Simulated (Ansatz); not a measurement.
# Sr2Hf (built on the HfBe2 structure): following an unstable mode, part 2 of 2

Aim: this structure of Sr2Hf (built on the HfBe2 structure) is to be tested for unstable modes, and one is followed downhill.

Ansatz 0.2.0; DFT PBEsol, scalar-relativistic, plane waves, PAW.

So far, highest frequency on path, mesh or solved points (cm⁻¹): step 2 (the dispersion) 152. Also lowest frequency on the path (cm⁻¹): step 2 -44.4.

The structure was built from a prototype and need not be the compound's stable phase.

## Step 4: The mode frozen in, largest atomic shift 0.14 Å

The atoms are moved along the unstable eigenvector, the largest shift by 0.14 Å, with the cell fixed.

File input.yaml:

```yaml
crystal:
  lattice:
    - [-5.8871168484, 0.0, 0.0]
    - [0.0, 0.0, -6.6264835124]
    - [-2.9435584242, -5.0983927457, -3.3132417562]
  atoms:
    - { symbol: Hf, position: [-0.0137298171, 0.4862701829, 1.0274596342] }
    - { symbol: Hf, position: [0.0137298171, 0.0137298171, 0.9725403658] }
    - { symbol: Sr, position: [0.3333333333, 0.5838872825, 0.3333333333] }
    - { symbol: Sr, position: [0.3333333333, 0.0827793842, 0.3333333333] }
    - { symbol: Sr, position: [0.6666666667, 0.4172206158, 0.6666666667] }
    - { symbol: Sr, position: [0.6666666667, 0.9161127175, 0.6666666667] }
kpoints:
  mp_grid: { grid: [8, 8, 8] }
hamiltonian:
  xc: pbesol
scf:
  occupations: { method: methfessel_paxton, width: 0.2 }
output:
  forces: true
  stress: true
  eigenvalues: true
```

The run is started by

```bash
$ ansatz run input.yaml --threads 8 --pin off --max-ram 14336MiB --backend cpu --events-out ev --progress --plain --runs-dir out
```

What it wrote:

```text
[...]
Crystal: 6 atoms, lattice volume = 198.893 Å³
Basis set: ecut = 420 eV, 3887 PW (Γ), exchange–correlation on 80×90×96 points (8 copies of the dense FFT grid, shifted against one another)
Bands: 56, of which v1, the nominal top of the filled ones, is band 46 counted from 1 (45 counted from 0)
Symmetry: 8 space group operations
[...]
k-points: 95 of 512
[...]
k-point 0: bands = [... 42 lower, 9.7214, 9.7266, 10.2756, 10.2828, 10.3033, 10.3227, 10.6311, 10.7701, ... 6 higher]
  k-point 1: bands = [... 42 lower, 9.6513, 9.6870, 9.9859, 10.1874, 10.2378, 10.3782, 10.4621, 10.5091, ... 6 higher]
  k-point 2: bands = [... 42 lower, 9.4565, 9.5157, 9.5959, 9.7840, 10.1824, 10.1995, 10.2896, 10.6581, ... 6 higher]
  k-point 94: bands = [... 42 lower, 9.5453, 9.5453, 10.0927, 10.0927, 10.6280, 10.6280, 10.8624, 10.8624, ... 6 higher]
[key lines of the parts left out:]
SCF converged after 8 iterations
Free energy (F): -45160.552822 eV
Fermi energy:    10.178676 eV
P = ⅓ Tr σ = 0.0643 GPa (0.643 kbar)
```

It took 7 s on 8 threads of Intel Xeon Platinum 8488C (Sapphire Rapids), shared host; peak memory 1.3 GiB.

Numbers from this step:

| Property | Result |
| --- | --- |
| pressure | 0.06426 GPa |
| energy from the undistorted cell | -2.7 meV/atom |

The energy, extrapolated to zero smearing, is -2.70 meV/atom against the undistorted cell.

The run ends at a pressure of 0.06 GPa, with forces up to 0.023 eV/Å.

## Step 5: Energy along the mode, all amplitudes (two of the runs are shown above)

An imaginary frequency means negative curvature, so the energy should fall and then rise again as anharmonic terms take over.

This step gave:

```
depth at the lowest point sampled  : 2.7 meV/atom
largest atomic shift at that point : 0.14 Å
```

Table of energy from the parent by largest atomic shift:

```tsv
largest atomic shift (Å)	energy from the parent (meV/atom)
0.000	0
0.040	-0.381
0.080	-1.34
0.140	-2.7
0.220	-0.571
0.320	16.1
```

Displacement at unit largest shift by atom:

```tsv
atom	x (Å)	y (Å)	z (Å)	size
Hf1	0.00	-1.00	0.00	1.00
Hf2	0.00	1.00	0.00	1.00
Sr3	0.00	0.00	-0.03	0.03
Sr4	0.00	0.00	0.03	0.03
Sr5	0.00	0.00	-0.03	0.03
Sr6	0.00	0.00	0.03	0.03
```

The lowest step is at 0.14 Å, 2.7 meV/atom below the parent, and the energy rises beyond it.

## Step 6: Relaxing from the distorted cell

Starting from the lowest point found, all atoms and the cell are let go, so that strain and other modes of the same symmetry can join in.

input.yaml, as its differences from that of step 4:

```diff
@@ -22 +22,6 @@
   eigenvalues: true
+relax:
+  adjacent_minimum: "off"
+  f_tol: 0.002
+  max_steps: 120
+  cell: { stress_tol: 0.03 }
```

What it wrote:

```text
[...]
Crystal: 6 atoms, lattice volume = 198.893 Å³
Basis set: ecut = 420 eV, 3887 PW (Γ), exchange–correlation on 80×90×96 points (8 copies of the dense FFT grid, shifted against one another)
Bands: 56, of which v1, the nominal top of the filled ones, is band 46 counted from 1 (45 counted from 0)
Symmetry: 8 space group operations
[...]
k-points: 95 of 512
[...]
SCF iter   1: F=—  HF=-45160.553196 eV  |F-HF|=—  |Δ(HF+E_count)|=         —  Δρ=4.68e-3  dr2=4.92e-2  ethr=1.77e-3  ⟨swp⟩=8.1  Hψ=22151  notcnv=0
[...]
SCF iter   8: F=-45160.552822 eV  HF=-45160.552822 eV  |F-HF|=3.18e-8  |Δ(HF+E_count)|=   1.01e-7  S|Δr|=    0.00e0  Δρ=2.70e-6  dr2=3.53e-8  ethr=1.09e-10  ⟨swp⟩=8.9  Hψ=26904  notcnv=0
SCF 1 converged in 8 iterations: F = -45160.552822 eV  dr2 = 3.53e-8
[...]
relax step   1: F+E_penalty+E_count = -45160.55282230 eV  Δ(F+E_penalty+E_count) = +0.000e0 eV  max|allowed force component| = 2.143e-2 eV/Å  Δτ_max = 0.0000 Å  P = +0.064 GPa  Ω = 198.893 Å³  (8 SCF iters, dr2 threshold 1.00e-7 eV, accepted)
Crystal: 6 atoms, lattice volume = 199.249 Å³
Basis set: ecut = 420 eV, 3883 PW (Γ), exchange–correlation on 80×90×96 points (8 copies of the dense FFT grid, shifted against one another)
[...]
SCF iter   6: F=-45160.553530 eV  HF=-45160.553530 eV  |F-HF|=3.27e-9  |Δ(HF+E_count)|=   5.78e-8  S|Δr|=    0.00e0  Δρ=1.92e-6  dr2=1.29e-8  ethr=7.73e-11  ⟨swp⟩=4.7  Hψ=25107  notcnv=0
SCF 2 converged in 6 iterations: F = -45160.553530 eV  dr2 = 1.29e-8
relax step   2: F+E_penalty+E_count = -45160.55353034 eV  Δ(F+E_penalty+E_count) = -7.080e-4 eV  max|allowed force component| = 1.162e-2 eV/Å  Δτ_max = 0.0051 Å  P = +0.006 GPa  Ω = 199.249 Å³  energy of the carried Pulay correction = -1.951e-5 eV  (6 SCF iters, dr2 threshold 7.11e-8 eV, accepted)
Crystal: 6 atoms, lattice volume = 199.447 Å³
Basis set: ecut = 420 eV, 3895 PW (Γ), exchange–correlation on 80×90×96 points (8 copies of the dense FFT grid, shifted against one another)
[...]
SCF iter   7: F=-45160.554430 eV  HF=-45160.554430 eV  |F-HF|=5.53e-10  |Δ(HF+E_count)|=   6.45e-8  S|Δr|=    0.00e0  Δρ=9.75e-7  dr2=2.11e-9  ethr=2.65e-11  ⟨swp⟩=6.7  Hψ=22298  notcnv=0
SCF 3 converged in 7 iterations: F = -45160.554430 eV  dr2 = 2.11e-9
relax step   3: F+E_penalty+E_count = -45160.55443035 eV  Δ(F+E_penalty+E_count) = -9.000e-4 eV  max|allowed force component| = 1.613e-2 eV/Å  Δτ_max = 0.0085 Å  P = -0.014 GPa  Ω = 199.447 Å³  energy of the carried Pulay correction = -3.038e-5 eV  (7 SCF iters, dr2 threshold 2.44e-8 eV, accepted)
[...]
relax step   4: F+E_penalty+E_count = -45160.55510927 eV  Δ(F+E_penalty+E_count) = -6.789e-4 eV  max|allowed force component| = 9.299e-3 eV/Å  Δτ_max = 0.0079 Å  P = -0.020 GPa  Ω = 199.551 Å³  energy of the carried Pulay correction = -3.606e-5 eV  (7 SCF iters, dr2 threshold 2.28e-8 eV, accepted)
[...]
relax step   5: F+E_penalty+E_count = -45160.55517302 eV  Δ(F+E_penalty+E_count) = -6.374e-5 eV  max|allowed force component| = 3.460e-3 eV/Å  Δτ_max = 0.0024 Å  P = -0.006 GPa  Ω = 199.489 Å³  energy of the carried Pulay correction = -3.263e-5 eV  (7 SCF iters, dr2 threshold 5.40e-9 eV, accepted)
[...]
relax step   6: F+E_penalty+E_count = -45160.55518956 eV  Δ(F+E_penalty+E_count) = -1.654e-5 eV  max|allowed force component| = 3.625e-4 eV/Å  Δτ_max = 0.0021 Å  P = +0.002 GPa  Ω = 199.420 Å³  energy of the carried Pulay correction = -2.886e-5 eV  (7 SCF iters, dr2 threshold 7.48e-10 eV, accepted)
[...]
SCF iter   5: F=-45160.555219 eV  HF=-45160.555219 eV  |F-HF|=0.00e0  |Δ(HF+E_count)|=  1.31e-10  S|Δr|=    0.00e0  Δρ=9.93e-8  dr2=2.01e-11  ethr=1.00e-12  ⟨swp⟩=9.6  Hψ=31722  notcnv=0
SCF 7 converged in 5 iterations: F = -45160.555219 eV  dr2 = 2.01e-11
relax step   7: F+E_penalty+E_count = -45160.55521904 eV  Δ(F+E_penalty+E_count) = -2.948e-5 eV  max|allowed force component| = 3.828e-4 eV/Å  Δτ_max = 0.0000 Å  P = +0.002 GPa  Ω = 199.420 Å³  stress off target by 2.56e-3 GPa  SCF on the basis re-selected at this cell (its energy is not comparable with the rows above)  (5 SCF iters)
basis re-selected at this cell: Δ(F+E_penalty+E_count) = -2.948e-5 eV, ΔP = -0.000 GPa vs the last step (what re-selecting the basis moved, of the pressure what is left beyond the Pulay correction that the steps carried, after the strain that the cell walked since its last selection, with what the two solves' SCF thresholds leave and, on support functions, any second-order correction that the steps lacked; it is no m [...]
SCF converged after 5 iterations
[...]
Free energy (F): -45160.555219 eV
[...]
Internal energy: -45160.557118 eV  (E = F + TS)
E sigma→0 (E₀):  -45160.555694 eV
Entropy (-TS):   0.001899 eV (0.316 meV/atom)
Fermi energy:    10.144817 eV
[...]
--- Forces (eV/Å), atoms counted from 1 ---
  atom   1  Hf     0.00000000    -0.00038284     0.00000000
  atom   2  Hf     0.00000000     0.00038284     0.00000000
  atom   3  Sr     0.00000000     0.00028249    -0.00002975
  atom   4  Sr    -0.00000000     0.00028249     0.00002975
  atom   5  Sr    -0.00000000    -0.00028249    -0.00002975
  atom   6  Sr     0.00000000    -0.00028249     0.00002975
  max |Σ_I F_I| component: 1.39e-17 eV/Å
--- Stress (GPa, compression-positive) ---
        0.002562       0.000000       0.000000
        0.000000       0.001512       0.000000
        0.000000       0.000000       0.000958
  P = ⅓ Tr σ = 0.0017 GPa (0.017 kbar)
--- Band table (eV; the first three rows and the last of 95) ---
  k-point 0: bands = [... 42 lower, 9.6679, 9.7361, 10.1514, 10.2096, 10.3374, 10.3556, 10.5707, 10.7141, ... 6 higher]
  k-point 1: bands = [... 42 lower, 9.6353, 9.6582, 9.9192, 10.0780, 10.2778, 10.3283, 10.4494, 10.5019, ... 6 higher]
  k-point 2: bands = [... 42 lower, 9.3946, 9.5117, 9.5598, 9.7490, 10.1288, 10.1295, 10.3143, 10.6888, ... 6 higher]
  k-point 94: bands = [... 42 lower, 9.5153, 9.5153, 10.0467, 10.0467, 10.5885, 10.5885, 10.8390, 10.8390, ... 6 higher]
--- Relaxed structure (6 steps of the walk, 6 accepted, 1 SCFs on fresh bases) ---
  F+E_penalty+E_count = -45160.55521904 eV   max|allowed force component| = 3.828e-4 eV/Å   (the final SCF, on the basis selected at the relaxed cell)
  cell:  # Å, volume = 199.4196 Å³
    - [-5.815564, 0.0, 0.0]
    - [0.0, 0.0, -6.635316]
    - [-2.907782, -5.167904, -3.317658]
  atoms:
    - { symbol: Hf, position: [-0.014939, 0.485061, 1.029878] }
    - { symbol: Hf, position: [0.014939, 0.014939, 0.970122] }
    - { symbol: Sr, position: [0.334840, 0.585845, 0.330320] }
    - { symbol: Sr, position: [0.334840, 0.083835, 0.330320] }
    - { symbol: Sr, position: [0.665160, 0.416165, 0.669680] }
    - { symbol: Sr, position: [0.665160, 0.914155, 0.669680] }
```

Wall time 37 s (8 threads); peak memory 1.3 GiB.

The steps of the relaxation:

```tsv
step	energy less that of the first step (eV)	largest force component (eV/Å)	pressure (GPa)	volume (Å³)
1	0.0000	0.0214	0.06	198.89
2	-0.0007	0.0116	0.01	199.25
3	-0.0016	0.0161	-0.01	199.45
4	-0.0023	0.0093	-0.02	199.55
5	-0.0024	0.0035	-0.01	199.49
6	-0.0024	0.0004	0.00	199.42
7*	-0.0024	0.0004	0.00	199.42
```

Relaxation steps marked * repeat the geometry before them on a plane-wave basis chosen anew for their cell, so energy and pressure can jump there.

The run keeps the 8 symmetry operations that the program found, so distortions that break them were not tested.

```tsv
conventional cell, symmetrised	before	after	change
a (Å)	5.887	5.816	-1.2 %
b (Å)	6.626	6.635	+0.1 %
c (Å)	10.197	10.336	+1.4 %
volume (Å³/atom)	33.15	33.24	+0.3 %
```

The atoms that moved most (Å, as changes of fractional coordinates times the final cell):

```tsv
atom	dx	dy	dz	length
Sr3	0.000	0.016	-0.003	0.016
Sr4	0.000	0.016	0.003	0.016
Sr5	0.000	-0.016	-0.003	0.016
Sr6	0.000	-0.016	0.003	0.016
Hf1	0.000	-0.012	0.000	0.012
Hf2	0.000	0.012	0.000	0.012
```

This step gave:

- pressure: 0.001677 GPa
- volume per atom: 33.24 Å³

The distorted start has space group Imma; the relaxation ends in Imma.

## Step 7: The new phase in its own primitive cell

The relaxed structure is symmetrised, reduced to its primitive cell and relaxed tightly, as its phonons need.

input.yaml, the sections that differ from step 6:

```yaml
crystal:
  lattice:
    - [-2.9077817971, 3.3176581646, 5.1679044721]
    - [2.9077817971, -3.3176581646, 5.1679044721]
    - [2.9077817971, 3.3176581646, -5.1679044721]
  atoms:
    - { symbol: Hf, position: [0.2649390795, 0.0149390795, 0.25] }
    - { symbol: Hf, position: [0.7350609205, 0.9850609205, 0.75] }
    - { symbol: Sr, position: [0.1641547736, 0.6651598643, 0.4989949093] }
    - { symbol: Sr, position: [0.666164955, 0.6651598643, 0.0010050907] }
    - { symbol: Sr, position: [0.333835045, 0.3348401357, 0.9989949093] }
    - { symbol: Sr, position: [0.8358452264, 0.3348401357, 0.5010050907] }
relax:
  adjacent_minimum: "off"
  f_tol: 0.001
  max_steps: 60
  cell: { stress_tol: 0.01 }
# kpoints, hamiltonian, scf, output: as in step 6
```

What it wrote:

```text
[...]
Crystal: 6 atoms, lattice volume = 199.420 Å³
Basis set: ecut = 420 eV, 3931 PW (Γ), exchange–correlation on 96×96×96 points (8 copies of the dense FFT grid, shifted against one another)
Bands: 56, of which v1, the nominal top of the filled ones, is band 46 counted from 1 (45 counted from 0)
Symmetry: 8 space group operations
[...]
k-points: 95 of 512
[...]
- [2.9077817971, -3.3176581646, 5.1679044721]
    - [2.9077817971, 3.3176581646, -5.1679044721]
  atoms:
    - { symbol: Hf, position: [0.2649390795, 0.014939, 0.25] }
    - { symbol: Hf, position: [0.7350609205, 0.985061, 0.75] }
    - { symbol: Sr, position: [0.1641547736, 0.6651598643, 0.498995] }
    - { symbol: Sr, position: [0.666164955, 0.6651598643, 0.00100509] }
    - { symbol: Sr, position: [0.333835, 0.334840, 0.998995] }
    - { symbol: Sr, position: [0.8358452264, 0.3348401357, 0.5010050907] }
[key lines of the parts left out:]
SCF converged after 8 iterations
Free energy (F): -45160.555219 eV
Fermi energy:    10.144816 eV
P = ⅓ Tr σ = 0.0017 GPa (0.017 kbar)
```

The job ended after 11 s (8 threads; peak memory 1.3 GiB).

Little changed from the start: no atom moved by 0.005 Å and no cell edge by 0.1 %.

The largest force component left is 0.38 meV/Å and the pressure is 0.002 GPa, within the tolerances set. The cell now holds 33.24 Å³/atom.

## Step 8: Modes of the new phase, k-mesh 8×8×8

A relaxed structure may still be a saddle point, so its zone-centre modes are computed. No field response is asked, since the mesh shows no gap.

input.yaml, as its differences from that of step 7:

```diff
@@ -19,9 +19,4 @@
 output:
-  forces: true
-  stress: true
   eigenvalues: true
-relax:
-  adjacent_minimum: "off"
-  f_tol: 0.001
-  max_steps: 60
-  cell: { stress_tol: 0.01 }
+phonons:
+  method: dfpt
```

What it wrote:

```text
zone centre: on kpoints.mp_grid the ground state, and the responses unless they are solved on pairs of k-points, stand on 150 of the mesh's 512 k-points, reduced under 2 symmetry operations, with k and −k counted as one. Each operation leaves every solved displacement unchanged or reverses it
[...]
Crystal: 6 atoms, lattice volume = 199.420 Å³
Basis set: ecut = 420 eV, 3931 PW (Γ), exchange–correlation on 96×96×96 points (8 copies of the dense FFT grid, shifted against one another)
Bands: 56, of which v1, the nominal top of the filled ones, is band 46 counted from 1 (45 counted from 0)
Symmetry: 8 space group operations
k-points: 150 of 512 (irreducible under 2 space group operations, time reversal used)
[...]
SCF iter   1: F=—  HF=-45160.556536 eV  |F-HF|=—  |Δ(HF+E_count)|=         —  Δρ=4.79e-3  dr2=5.48e-2  ethr=1.77e-3  ⟨swp⟩=8.2  Hψ=35135  notcnv=0
[...]
SCF iter  12: F=-45160.555219 eV  HF=-45160.555219 eV  |F-HF|=7.28e-12  |Δ(HF+E_count)|=  2.18e-11  S|Δr|=    0.00e0  Δρ=1.17e-8  dr2=3.48e-13  ethr=1.00e-12  ⟨swp⟩=5.8  Hψ=35625  notcnv=0
SCF 1 converged in 12 iterations: F = -45160.555219 eV  dr2 = 3.48e-13
[...]
DFPT response loops at Γ: preconditioner auto → Kerker (q_TF=auto, 2.398 Å⁻¹) (partly filled bands, converged f_vac=0.000); β = 1.00, the filter's whole step (`scf.mixing.beta` (0.50) is not read by the response loops under this deck's `scf.mixing.preconditioner`; to damp them name `kerker` or `kerker_dos`, under which they read `scf.mixing.beta`, and type it under 1.00, their step now; both keys bind the ground state too); Broyden in place of MSR1
SCF converged after 12 iterations
[...]
Free energy (F): -45160.555219 eV
[...]
Internal energy: -45160.557118 eV  (E = F + TS)
E sigma→0 (E₀):  -45160.555694 eV
Entropy (-TS):   0.001899 eV (0.316 meV/atom)
Fermi energy:    10.144816 eV
[...]
--- Band table (eV; the first three rows and the last of 150) ---
  k-point 0: bands = [... 42 lower, 9.6679, 9.7361, 10.1514, 10.2096, 10.3374, 10.3556, 10.5707, 10.7141, ... 6 higher]
  k-point 1: bands = [... 42 lower, 9.6530, 9.8849, 10.0983, 10.1515, 10.2302, 10.3064, 10.4603, 10.6442, ... 6 higher]
  k-point 2: bands = [... 42 lower, 9.5203, 9.6935, 10.1176, 10.1321, 10.2647, 10.3039, 10.4100, 10.7035, ... 6 higher]
  k-point 149: bands = [... 42 lower, 9.2028, 9.3368, 9.3551, 9.4599, 9.4833, 10.2173, 10.5897, 10.7722, ... 6 higher]
--- Phonons (Γ-DFPT): 6 representative perturbations + reference, on 150 of 512 k-points (Σ response iterations 20) ---
  k mesh reduced under 2 symmetry operations, with k and −k counted as one. Each operation leaves every solved displacement unchanged or reverses it
  ASR residual: 1.891e-4 → 0.000e0 eV/Å²; symmetrization residual: 1.596e-5 eV/Å²
  ASR residual per site (eV/Å²): 1.89e-4 1.89e-4 2.65e-5 2.65e-5 2.65e-5 2.65e-5
  Γ frequencies (cm⁻¹): -16.79 0.00 0.00 0.00 28.69 32.07 43.29 54.38 61.64 76.58 85.72 89.69 95.55 123.89 133.13 133.78 149.19 149.96
  non-analytic LO–TO correction: not included (Born effective charges unavailable; polar crystals: no LO–TO splitting at Γ)
```

It took 2.3 min on 8 threads; peak memory 4.9 GiB.

Read from the output:

```
sum-rule residual before enforcement                    : 1.89e-4 eV/Å²
point group                                             : mmm
highest optical mode at the zone centre (no LO-TO term) : 150.0 cm⁻¹
lowest optical zone-centre mode                         : -16.79 cm⁻¹
```

Patterns of degenerate modes are one choice out of their space. The modes at Γ (shares of kinetic energy by element, %) (negative means imaginary):

```tsv
mode	frequency (cm⁻¹)	symmetry	Hf %	Sr %
1	-16.8	B3g	90	10
2	0.0	acoustic	50	50
3	0.0	acoustic	50	50
4	0.0	acoustic	50	50
5	28.7	B3g	10	90
6	32.1	B1g	0	100
7	43.3	B2u	1	99
8	54.4	Ag	99	1
9	61.6	B2g	99	1
10	76.6	B1u	49	51
11	85.7	B3u	50	50
12	89.7	B2u	49	51
13	95.5	B3g	0	100
14	123.9	Au	0	100
15	133.1	Ag	0	100
16	133.8	B2g	1	99
17	149.2	Ag	1	99
18	150.0	B1u	0	100
```

Displacements in mode 1 (-16.8 cm⁻¹), the largest set to 1:
```
Hf1  0.00  1.00  0.00
Hf2  0.00 -1.00  0.00
Sr3  0.00  0.34  0.02
Sr4  0.00  0.34 -0.02
Sr5  0.00 -0.34  0.02
Sr6  0.00 -0.34 -0.02
```

Displacements in mode 16 (133.8 cm⁻¹), the largest set to 1:
```
Hf1 -0.08  0.00  0.00
Hf2  0.08  0.00  0.00
Sr3  1.00  0.00  0.00
Sr4  1.00  0.00  0.00
Sr5 -1.00  0.00  0.00
Sr6 -1.00  0.00  0.00
```

Before it was imposed, the acoustic sum rule was missed by 1.9e-4 eV/Å². Small misses are needed for a sound result but don't prove that mesh and cutoff are converged. The lowest optical mode is imaginary, 16.8i cm⁻¹, so the energy falls along it.

## Step 9: What came out

| Property | Result |
| --- | --- |
| unstable mode of the parent | q = (0, -0.5, -0.5), 40i cm⁻¹ |
| depth at the lowest point sampled | 2.7 meV/atom |
| largest atomic shift at that point | 0.14 Å |
| space group reached | Imma |
| energy gained over the parent (first relaxation, on the mesh of the frozen mode) | 3.33 meV/atom |
| volume per atom, phase reached | 33.2 Å³ |
| lowest optical zone-centre mode, phase reached | -16.8 cm⁻¹ |
| highest optical mode at the zone centre (no LO-TO term), phase reached | 150 cm⁻¹ |

What this shows: Along this mode the structure falls into Imma, 3.33 meV/atom below the parent. At the parent's cell the well is 2.7 meV/atom deep on the steps tried, with its lowest point at a shift of 0.14 Å. Relaxing atoms and cell changes the gain by +0.63 meV/atom against the lowest step (energies at zero smearing). The new phase still has an imaginary mode at the zone centre of its cell, so it is a saddle point on the way to a lower structure. Of the 2 patterns followed from this parent, this one ends 3.88 meV/atom above the lowest, Immm. Each path keeps the symmetry of its pattern, so a lower phase may lie along a pattern not tried. With no gap, or one that is small against the smearing, the frequencies hang on the k mesh and the smearing, most of all near Kohn anomalies. Spin-orbit coupling is left out, which can matter for the heavy elements here. A phonon run warned that its eigensolver left some bands unconverged in a pass. The starting cell was built on a prototype and not taken from a measurement, so the phase need not exist.

[Long decimals in the printed logs are rounded to 6 places.]

[Logs are printed without paths, hosts, clocks, repeated set-up lines and the standing remarks that a program may print on its own settings, such as how far it seeks lower states.]

[Hosts, paths, dates, database ids (printed as entryN), source tags and the programs' standing remarks are cut or masked in the printed files.]

[Where the starting crystal was built by hand or by swapping elements, it need not be the compound's stable phase.]
